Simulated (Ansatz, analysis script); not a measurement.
**Free-standing triangular Ir monolayer, spacing 2.904 Å: E(q) by the generalised Bloch theorem**

Wanted: E(q) and the moments of a free-standing triangular Ir monolayer, spacing 2.904 Å along a path through the zone.

Main program and level: Ansatz 0.2.0; PBE, PAW set soft_1.

This is a report of a sequence of runs, with most program output left out.

## 1. Set-up

The cell holds 1 atom: 1 Ir. Its edges and angles: a = 2.904 Å, b = 2.904 Å, c = 14.000 Å, α = 90.0°, β = 90.0°, γ = 120.0°. An idealised lattice of chosen spacing, in vacuum. Vacuum lies along c.

## 2. Two spin channels first

The work starts on two spin channels, which tell the size of the moments.

input.yaml reads:

```yaml
crystal:
  lattice:
    - [2.904, 0.0, 0.0]
    - [-1.452, 2.514938, 0.0]
    - [0.0, 0.0, 14.0]
  atoms:
    - { symbol: Ir, position: [0.0, 0.0, 0.5], spin: 1.0 }
magnetization:
  spin_polarized: true
kpoints:
  mp_grid: { grid: [11, 11, 1] }
hamiltonian:
  xc: pbe
  pseudopotentials: { kind: paw, azcp: { folder: soft_1 } }
scf:
  occupations: { method: fermi_dirac, width: 0.1 }
  max_iter: 120
  convergence: { dr2_threshold: 1.0e-08 }
  lower_state_search: "off"
output:
  write_density: true
  write_potential: true
  elf: true
  volumetric_format: npy
```

Run with:

```bash
> ansatz run input.yaml --threads 4 --pin off --max-ram 8192MiB --backend cpu --events-out ev --progress --plain --runs-dir out
```

Run time: 1.9 s. Hardware: 4 threads of Intel Xeon 6975P-C (Granite Rapids), shared host; peak memory 0.38 GiB; 3.5 s of CPU time.

Spin moment in the atom's sphere by atom:

```csv
atom,spin moment in the atom's sphere (μB)
Ir1,1.26
```

The run ends ferromagnetic, with a net moment of 1.39 μB a cell. With one Ir atom carrying the moment, parallel order of its images is forced by the cell, not found.

Spin density in the ca plane at fractional y = 0.000, with atoms of Ir within 0.2 Å of it.

Ten even steps from '0' (0.00 e/Å³) to '9' (0.49 e/Å³), each cell a mean:
```
0000000000000000138869620000000000000000
0000000000000000014434310000000000000000
0000000000000000000101000000000000000000
0000000000000000000000000000000000000000
0000000000000000000000000000000000000000
0000000000000000012222100000000000000000
0000000000000000026757510000000000000000
0000000000000000149979720000000000000000
```
Columns run along c (14.0 Å), rows up along a (2.9 Å). Atoms in or near the plane, at fractional coordinates: Ir at (0.50, 0.00).

Valence density in the ca plane at fractional y = 0.000, with atoms of Ir within 0.2 Å of it. It is the smooth field of the valence electrons, not physical close to the nuclei.

Values in e/Å³, 5 rows by 16 columns, each cell a mean:
```
0.0 0.0 0.0 0.0 0.0 0.0 0.2 3.9 5.3 0.4 0.0 0.0 0.0 0.0 0.0 0.0
0.0 0.0 0.0 0.0 0.0 0.0 0.1 0.6 0.8 0.1 0.0 0.0 0.0 0.0 0.0 0.0
0.0 0.0 0.0 0.0 0.0 0.0 0.1 0.3 0.3 0.1 0.0 0.0 0.0 0.0 0.0 0.0
0.0 0.0 0.0 0.0 0.0 0.0 0.1 1.3 1.9 0.2 0.0 0.0 0.0 0.0 0.0 0.0
0.0 0.0 0.0 0.0 0.0 0.0 0.2 4.9 6.7 0.5 0.0 0.0 0.0 0.0 0.0 0.0
```
Columns run along c (14.0 Å), rows up along a (2.9 Å). Atoms in or near the plane, at fractional coordinates: Ir at (0.50, 0.00).

ELF in the ca plane at fractional y = 0.000, with atoms of Ir within 0.2 Å of it. It is the smooth field of the valence electrons, not physical close to the nuclei.

Ten even steps from '0' (0.00) to '9' (0.57), each cell a mean:
```
0000000000000123579999864310000000000000
0000000000000013457998654210000000000000
0000000000000012345555443100000000000000
0000000000000001345555442100000000000000
0000000000000012345555442100000000000000
0000000000000012456776543210000000000000
0000000000000023569999854210000000000000
0000000000000124579879964310000000000000
```
Columns run along c (14.0 Å), rows up along a (2.9 Å). Atoms in or near the plane, at fractional coordinates: Ir at (0.50, 0.00).

## 3. Mesh refined

Levels at the Fermi energy are partly filled, so moments and energy differences can hang on the k-mesh, and the state is solved again on a denser one.

input.yaml, the sections that differ from step 2:

```yaml
crystal:
  lattice:
    - [2.904, 0.0, 0.0]
    - [-1.452, 2.514938, 0.0]
    - [0.0, 0.0, 14.0]
  atoms:
    - { symbol: Ir, position: [0.0, 0.0, 0.5], spin: 1.26 }
kpoints:
  mp_grid: { grid: [21, 21, 1] }
basis:
  ecutwfc: 420.0
checkpoint:
  read: start
  write: ck
  compress: false
  write_wavefunctions: false
  write_every: 100000
# magnetization, hamiltonian, scf: as in step 2
# output: removed
```

Wall time 0.97 s (4 threads); peak memory 0.44 GiB.

Spin moment in the atom's sphere by atom:

```csv
atom,spin moment in the atom's sphere (μB)
Ir1,1.24
```

The run ends ferromagnetic, with a net moment of 1.36 μB a cell, against 1.39 μB on the first mesh.

Each spiral starts from these moments, tilted 90° from the rotation axis z (a flat spiral); sizes are free, while the program holds flat spirals in their plane. Spin–orbit coupling is switched off, so the energy does not depend on how the axis lies in the crystal. The folder named start holds the saved collinear state, from which each run begins.

The runs on spinors take the mesh 24×24×1.

## 4. q = (0, 0, 0)

The reference is the same input at q = 0, so that basis and exchange-correlation form match those at other q. Every q is chosen so that q/2 is a mesh vector: every spiral then samples the k-points of q = 0, and much mesh noise cancels.

input.yaml, the sections that differ from step 3:

```yaml
crystal:
  lattice:
    - [2.904, 0.0, 0.0]
    - [-1.452, 2.514938, 0.0]
    - [0.0, 0.0, 14.0]
  atoms:
    - { symbol: Ir, position: [0.0, 0.0, 0.5], spin: 1.24, spin_axis: [1.0, 0.0, 0.0] }
kpoints:
  mp_grid: { grid: [24, 24, 1] }
magnetization:
  noncollinear: true
  spin_spiral: { q: [0.0, 0.0, 0.0] }
checkpoint:
  read: start
# hamiltonian, scf, basis: as in step 3
```

Run with:

```bash
> ansatz run input.yaml --threads 1 --pin off --max-ram 2048MiB --backend cpu --events-out ev --progress --plain --runs-dir out
```

Elapsed: 13 s, on 1 thread; peak memory 0.61 GiB.

The largest moment is 1.25 μB, against 1.24 μB in the collinear run.

## 5. q = (0.083, 0.083, 0)

Only q changes. The cell stays that of the crystal, since the generalised Bloch theorem carries the rotation from cell to cell.

input.yaml, as its differences from that of step 4:

```diff
@@ -21,3 +21,3 @@
   noncollinear: true
-  spin_spiral: { q: [0.0, 0.0, 0.0] }
+  spin_spiral: { q: [0.08333333, 0.08333333, 0.0] }
 checkpoint:
```

Wall time 32 s (1 thread); peak memory 0.98 GiB.

The energy of the cell lies 13.0 meV above that at q = 0, and the largest moment is 1.18 μB against 1.25 μB.

## 6. q = (0.167, 0, 0)

input.yaml, as its differences from that of step 5:

```diff
@@ -21,3 +21,3 @@
   noncollinear: true
-  spin_spiral: { q: [0.08333333, 0.08333333, 0.0] }
+  spin_spiral: { q: [0.16666667, 0.0, 0.0] }
 checkpoint:
```

It took 33 s on 1 thread; peak memory 0.99 GiB.

The energy of the cell lies 17.9 meV above that at q = 0, and the largest moment is 1.16 μB against 1.25 μB.

## 7. q = (0.333, 0, 0)

input.yaml, as its differences from that of step 6:

```diff
@@ -21,3 +21,3 @@
   noncollinear: true
-  spin_spiral: { q: [0.16666667, 0.0, 0.0] }
+  spin_spiral: { q: [0.33333333, 0.0, 0.0] }
 checkpoint:
```

It took 44 s on 1 thread; peak memory 1 GiB.

The energy of the cell lies 63.8 meV above that at q = 0, and the largest moment is 0.854 μB against 1.25 μB.

## 8. q = (0.5, 0, 0)

input.yaml, as its differences from that of step 7:

```diff
@@ -21,3 +21,3 @@
   noncollinear: true
-  spin_spiral: { q: [0.33333333, 0.0, 0.0] }
+  spin_spiral: { q: [0.5, 0.0, 0.0] }
 checkpoint:
```

The job ended after 44 s (1 thread; peak memory 1 GiB).

The energy of the cell lies 77.4 meV above that at q = 0, and the largest moment is 0.661 μB against 1.25 μB.

The other 3 runs of this kind were made alike; their results stand in the table below.

## 9. The spirals together

```csv
q (reciprocal lattice),path length (1/Å),E(q) − E(0) (meV a magnetic atom),|m| Ir no. 1 (μB)
"(0, 0, 0)",0.000,0.00,1.25
"(0.167, 0, 0)",0.416,17.95,1.16
"(0.333, 0, 0)",0.833,63.76,0.85
"(0.5, 0, 0)",1.249,77.37,0.66
"(0.417, 0.167, 0)",1.610,77.06,0.65
"(0.333, 0.333, 0)",1.970,79.74,0.56
"(0.25, 0.25, 0)",2.331,75.57,0.66
"(0.083, 0.083, 0)",3.052,13.05,1.18
"(0, 0, 0)",3.413,0.00,1.25
```

## 10. Summary of results

* lowest point of the path: q = 0
* highest point: 79.7 meV a magnetic atom

**Reading.** No spiral that was run lies below the ferromagnetic state at q = 0, and winding the moments costs up to 79.7 meV a magnetic atom. The moments change by at most 56 % from their size at q = 0, so they are itinerant and a model of rigid spins is rough. No spin model is given, since the moments change too much along the path. The 8 spiral runs took 5.7 min of wall time, added up. Energies are free energies at a smearing of 0.1 eV, and with partly filled levels differences shift, at times strongly, as the smearing goes to zero. The cell was taken as built, with atoms unrelaxed. In doubt: the program's search for lower states was switched off, so a lower magnetic state than those reached may exist.

[Logs and program files are shortened in this print: banners, set-up blocks, solver, clock and traceback lines can be left out without a mark of their own.]

[Logs are printed without paths, hosts, clocks, repeated set-up lines and the standing remarks that a program may print on its own settings, such as how far it seeks lower states.]

[Hosts, paths, dates, database ids (printed as entryN), source tags and the programs' standing remarks are cut or masked in the printed files.]
